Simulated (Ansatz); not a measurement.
# O on Ag(100): change of the work function, part 3 of 3

Wanted: Δφ(θ) for O/Ag(100), starting from the hollow site.

Ansatz 0.2.0; plane-wave DFT, PBE, Ansatz PAW.

So far, work function, upper face (eV): step 2 (the clean slab) 4.24; step 3 (17 atoms, coverage 0.25 ML, cell 2x2) 4.89.

## Step 4: Adsorbate added, k-mesh 12×12×1, coverage 1 ML

System of this step: Ag4O (O/Ag(100)). The cell holds 5 atoms: 4 Ag and 1 O. Cell: a = 2.892 Å, b = 2.892 Å, c = 24.964 Å, α = 90.0°, β = 90.0°, γ = 90.0°. Vacuum lies along c.

Another coverage, to see how the dipoles act on each other as their distance changes.

input.yaml

```yaml
crystal:
  lattice:
    - [2.8920667351, 0.0, 0.0]
    - [0.0, 2.8920667351, 0.0]
    - [0.0, 0.0, 24.9636115824]
  atoms:
    - { symbol: Ag, position: [0.5, 0.5, 0.360524757] }
    - { symbol: Ag, position: [0.0, 0.0, 0.4424439935] }
    - { symbol: Ag, position: [0.5, 0.5, 0.5268866374] }
    - { symbol: Ag, position: [0.0, 0.0, 0.6100056157] }
    - { symbol: O, position: [0.5, 0.5, 0.639475243] }
kpoints:
  mp_grid: { grid: [12, 12, 1] }
hamiltonian:
  xc: pbe
scf:
  occupations: { method: fermi_dirac, width: 0.1 }
  convergence: { dr2_threshold: 1.0e-08 }
efield:
  axis: 3
  dipole_correction: true
  ramp_position: 0.97
  ramp_width: 0.06
relax:
  f_tol: 0.02
  max_steps: 60
  constraints: [{ sites: [0, 1] }]
output:
  write_potential: true
  write_density: true
  volumetric_format: npy
```

On the command line:

```
> ansatz run input.yaml --threads 4 --pin off --max-ram 6144MiB --backend cpu --events-out ev --progress --plain --runs-dir out
```

Numbers of over 12 decimals in the logs are rounded to 6 here.

The program printed:

```text
[...]
Crystal: 5 atoms, lattice volume = 208.797 Å³
Basis set: ecut = 420 eV, 4015 PW (Γ), exchange–correlation on 40×40×360 points (8 copies of the dense FFT grid, shifted against one another)
Bands: 50, of which v1, the nominal top of the filled ones, is band 41 counted from 1 (40 counted from 0)
Symmetry: 8 space group operations
[...]
k-points: 28 of 144
[...]
SCF iter   1: F=—  HF=-30925.963670 eV  |F-HF|=—  |Δ(HF+E_count)|=         —  Δρ=4.72e-3  dr2=3.98e-1  ethr=1.77e-3  p=-0.131 e·Å  D=-1.14e-1 V/Å  ΔV_dip=2.84 eV  dr2_dipole=8.27e-2  V_vac-E_F(+/−)=7.03/4.19 eV  ⟨swp⟩=8.7  Hψ=6161  notcnv=0  defer=31
[...]
SCF iter  11: F=-30925.954980 eV  HF=-30925.954980 eV  |F-HF|=6.10e-8  |Δ(HF+E_count)|=   3.42e-8  Δρ=1.06e-6  dr2=2.26e-9  ethr=1.22e-11  p=-0.113 e·Å  D=-9.76e-2 V/Å  ΔV_dip=2.44 eV  dr2_dipole=8.36e-11  V_vac-E_F(+/−)=6.60/4.16 eV  ⟨swp⟩=9.1  Hψ=8931  notcnv=0
SCF 1 converged in 11 iterations: F = -30925.954980 eV  dr2 = 2.26e-9
[...]
relax step   1: F+E_penalty+E_count = -30925.95497985 eV  Δ(F+E_penalty+E_count) = +0.000e0 eV  max|allowed force component| = 9.545e-1 eV/Å  Δτ_max = 0.0000 Å  (11 SCF iters, accepted)
[...]
SCF iter  10: F=-30926.033141 eV  HF=-30926.033141 eV  |F-HF|=1.69e-7  |Δ(HF+E_count)|=   5.20e-8  Δρ=1.42e-6  dr2=4.85e-9  ethr=1.22e-11  p=-0.101 e·Å  D=-8.74e-2 V/Å  ΔV_dip=2.18 eV  dr2_dipole=6.76e-10  V_vac-E_F(+/−)=6.34/4.16 eV  ⟨swp⟩=7.7  Hψ=9944  notcnv=0
SCF 2 converged in 10 iterations: F = -30926.033141 eV  dr2 = 4.85e-9
relax step   2: F+E_penalty+E_count = -30926.03314092 eV  Δ(F+E_penalty+E_count) = -7.816e-2 eV  max|allowed force component| = 5.508e-1 eV/Å  Δτ_max = 0.1672 Å  (10 SCF iters, accepted)
[...]
SCF iter   9: F=-30926.099779 eV  HF=-30926.099779 eV  |F-HF|=1.98e-8  |Δ(HF+E_count)|=   1.98e-7  Δρ=2.79e-6  dr2=7.70e-9  ethr=1.22e-11  p=-0.055 e·Å  D=-4.78e-2 V/Å  ΔV_dip=1.19 eV  dr2_dipole=2.83e-10  V_vac-E_F(+/−)=5.36/4.17 eV  ⟨swp⟩=7.8  Hψ=10093  notcnv=0
SCF 3 converged in 9 iterations: F = -30926.099779 eV  dr2 = 7.70e-9
relax step   3: F+E_penalty+E_count = -30926.09977917 eV  Δ(F+E_penalty+E_count) = -6.664e-2 eV  max|allowed force component| = 6.510e-2 eV/Å  Δτ_max = 0.1573 Å  (9 SCF iters, accepted)
[...]
relax step   4: F+E_penalty+E_count = -30926.10114312 eV  Δ(F+E_penalty+E_count) = -1.364e-3 eV  max|allowed force component| = 2.245e-2 eV/Å  Δτ_max = 0.0491 Å  (9 SCF iters, accepted)
SCF iter   1: F=—  HF=-30926.101591 eV  |F-HF|=—  |Δ(HF+E_count)|=         —  Δρ=4.90e-4  dr2=6.08e-4  ethr=3.48e-6  p=-0.059 e·Å  D=-5.07e-2 V/Å  ΔV_dip=1.27 eV  dr2_dipole=1.74e-4  V_vac-E_F(+/−)=5.44/4.17 eV  ⟨swp⟩=2.9  Hψ=3063  notcnv=0  defer=55
[...]
SCF iter   7: F=-30926.101281 eV  HF=-30926.101281 eV  |F-HF|=2.66e-8  |Δ(HF+E_count)|=   6.73e-8  Δρ=1.83e-6  dr2=5.29e-9  ethr=1.22e-11  p=-0.060 e·Å  D=-5.24e-2 V/Å  ΔV_dip=1.31 eV  dr2_dipole=1.12e-11  V_vac-E_F(+/−)=5.47/4.17 eV  ⟨swp⟩=7.6  Hψ=9282  notcnv=0
SCF 5 converged in 7 iterations: F = -30926.101281 eV  dr2 = 5.29e-9
relax step   5: F+E_penalty+E_count = -30926.10128110 eV  Δ(F+E_penalty+E_count) = -1.380e-4 eV  max|allowed force component| = 4.696e-3 eV/Å  Δτ_max = 0.0112 Å  (7 SCF iters, accepted)
[...]
SCF converged after 7 iterations
Free energy (F): -30926.101281 eV
[...]
Internal energy: -30926.038653 eV  (E = F + TS)
E sigma→0 (E₀):  -30926.069967 eV
Entropy (-TS):   -0.062628 eV (-12.526 meV/atom)
Fermi energy:    2.843333 eV
Dipole field:    D = -0.052348 V/Å  (p = -0.060403 e·Å, saw-weighted, corrected)
Work function:   Φ+ = 5.4731 eV   Φ− = 4.1663 eV
[...]
--- Forces (eV/Å), atoms counted from 1 ---
  atom   1  Ag     0.00000000     0.00000000    -0.09550593
  atom   2  Ag    -0.00000000     0.00000000     0.09952617
  atom   3  Ag    -0.00000000     0.00000000    -0.00469567
  atom   4  Ag    -0.00000000     0.00000000     0.00021824
  atom   5  O     -0.00000000     0.00000000     0.00043948
  max |Σ_I F_I| component: 1.77e-5 eV/Å
--- Band table (eV; the first three rows and the last of 28) ---
  k-point 0: bands = [... 37 lower, -0.1779, -0.1564, 0.2322, 0.6976, 0.6976, 2.6883, 4.0396, 6.7441, ... 5 higher]
  k-point 1: bands = [... 37 lower, -0.2058, -0.1066, 0.2229, 0.8009, 1.1158, 2.8527, 4.3062, 6.8934, ... 5 higher]
  k-point 2: bands = [... 37 lower, -0.2723, -0.0847, 0.0701, 1.1960, 1.9805, 3.2199, 4.9745, 7.3158, ... 5 higher]
  k-point 27: bands = [... 37 lower, 0.2222, 0.3086, 1.9699, 5.6337, 5.6337, 8.1928, 8.1928, 9.2689, ... 5 higher]
--- Relaxed structure (5 steps of the walk, 5 accepted, 0 SCFs on fresh bases) ---
  F+E_penalty+E_count = -30926.10128110 eV   max|allowed force component| = 4.696e-3 eV/Å
  atoms:
    - { symbol: Ag, position: [0.5, 0.5, 0.360524757] }
    - { symbol: Ag, position: [0.0, 0.0, 0.4424439935] }
    - { symbol: Ag, position: [0.5, 0.5, 0.525930] }
    - { symbol: Ag, position: [0, 0.0, 0.622770] }
    - { symbol: O, position: [0.5, 0.5, 0.638815] }
```

Wall time 54 s (4 threads of Arm Neoverse N1, shared host); peak memory 0.64 GiB; 3.4 min of CPU time.

Relaxation path:

| step | energy less that of the first step (eV) | largest force component (eV/Å) |
| --- | --- | --- |
| 1 | 0.0000 | 0.9545 |
| 2 | -0.0782 | 0.5508 |
| 3 | -0.1448 | 0.0651 |
| 4 | -0.1462 | 0.0225 |
| 5 | -0.1463 | 0.0047 |

The run keeps the 8 symmetry operations that it works with, so distortions that break them were not tested.

The atoms that moved most (Å):

| atom | dx | dy | dz | length |
| --- | --- | --- | --- | --- |
| Ag4 | 0.000 | 0.000 | 0.319 | 0.319 |
| Ag3 | 0.000 | 0.000 | -0.024 | 0.024 |
| O5 | 0.000 | 0.000 | -0.016 | 0.016 |

The relaxed structure:

```
Ag O
1.0
     2.89207    0.00000    0.00000
     0.00000    2.89207    0.00000
     0.00000    0.00000   24.96361
Ag O
4 1
Direct
  0.50000 0.50000 0.36052
  0.00000 0.00000 0.44244
  0.50000 0.50000 0.52593
  0.00000 0.00000 0.62277
  0.50000 0.50000 0.63881
```

This step gave:

| Quantity | Value |
| --- | --- |
| energy at zero smearing | -30926.0700 eV |
| work function, upper face | 5.473 eV |
| work function, lower face | 4.166 eV |
| dipole along the normal | -0.06040 e·Å |
| step between the vacuum levels | 1.307 eV |

Running mean over 2.045 Å of the planar mean; the ramp of the sawtooth is left out. Electron's electrostatic potential energy less the Fermi level against z:

| z (Å) | electron's electrostatic potential energy less the Fermi level (eV) |
| --- | --- |
| 3.5 | 4.17 |
| 4.0 | 4.17 |
| 4.5 | 4.17 |
| 5.0 | 4.16 |
| 5.5 | 4.15 |
| 6.0 | 4.12 |
| 6.5 | 4.00 |
| 7.0 | 3.57 |
| 7.5 | 1.91 |
| 8.0 | -1.28 |
| 8.5 | -4.31 |
| 9.0 | -5.67 |
| 9.5 | -5.93 |
| 10.0 | -6.00 |
| 10.5 | -6.04 |
| 11.0 | -6.03 |
| 11.5 | -5.87 |
| 12.0 | -5.72 |
| 12.5 | -5.75 |
| 13.0 | -5.81 |
| 13.5 | -5.23 |
| 14.0 | -3.96 |
| 14.5 | -4.08 |
| 15.0 | -6.71 |
| 15.5 | -8.63 |
| 16.0 | -7.51 |
| 16.5 | -3.99 |
| 17.0 | 1.15 |
| 17.5 | 4.58 |
| 18.0 | 5.32 |
| 18.5 | 5.44 |
| 19.0 | 5.47 |
| 19.5 | 5.47 |
| 20.0 | 5.47 |
| 20.5 | 5.47 |
| 21.0 | 5.47 |
| 21.5 | 5.47 |

The relaxation took 5 steps and lowered the energy by 0.15 eV; the largest force on the free atoms ends at 0.0047 eV/Å.

The covered face has 5.47 eV, +1.23 eV against the clean one; the bare back face has moved by -0.07 eV, a measure of how thin the slab is.

## Step 5: Work function against coverage

This step: plane-wave DFT, PBE, Ansatz PAW; work function against coverage (Ansatz 0.2.0).

The runs are now put side by side.

Numbers from this step:

```yaml
work_function_of_the_clean_face: 4.243 eV
largest_change_of_the_work_function: 1.230 eV
```

The work function of the covered face by coverage:

| coverage (adsorbates/nm²) | work function of the covered face (eV) |
| --- | --- |
| 0.00 | 4.24 |
| 2.99 | 4.89 |
| 11.96 | 5.47 |

The dipole per adsorbate comes from the change of the cell's dipole. Coverage, by row:

| coverage (1/nm²) | coverage (ML) | work function (eV) | change (eV) | dipole per adsorbate, positive end outwards (debye) | mean height of the added atoms over the highest substrate atom (Å) |
| --- | --- | --- | --- | --- | --- |
| 2.989 | 0.25 | 4.893 | 0.6496 | -0.668 | 0.811 |
| 11.96 | 1 | 5.473 | 1.23 | -0.288 | 0.4005 |

## Step 6: Summary of results

- work function of the clean face: 4.24 eV
- work function at 0.25 ML: 4.89 eV
- work function at 1 ML: 5.47 eV
- dipole per adsorbate at 0.25 ML, positive end outwards: -0.67 D

In words: O raises the work function of Ag(100) at the lowest coverage, by 0.65 eV: the adsorbate layer has its negative end outwards. The slab has 4 layers, at the tabulated experimental lattice constant, one starting site was run, and quantum-size effects of a slab this thin can reach one or two tenths of an eV.

[Logs are printed without paths, hosts, clocks, repeated set-up lines and the standing remarks that a program may print on its own settings, such as how far it seeks lower states.]

[Hosts, paths, dates, database ids (printed as entryN), source tags and the programs' standing remarks are cut or masked in the printed files.]

[Maps of the electrostatic potential energy from Ansatz leave out the sawtooth potential of an applied field or a dipole correction, so their vacuum need not be flat; planar profiles and work functions include it.]
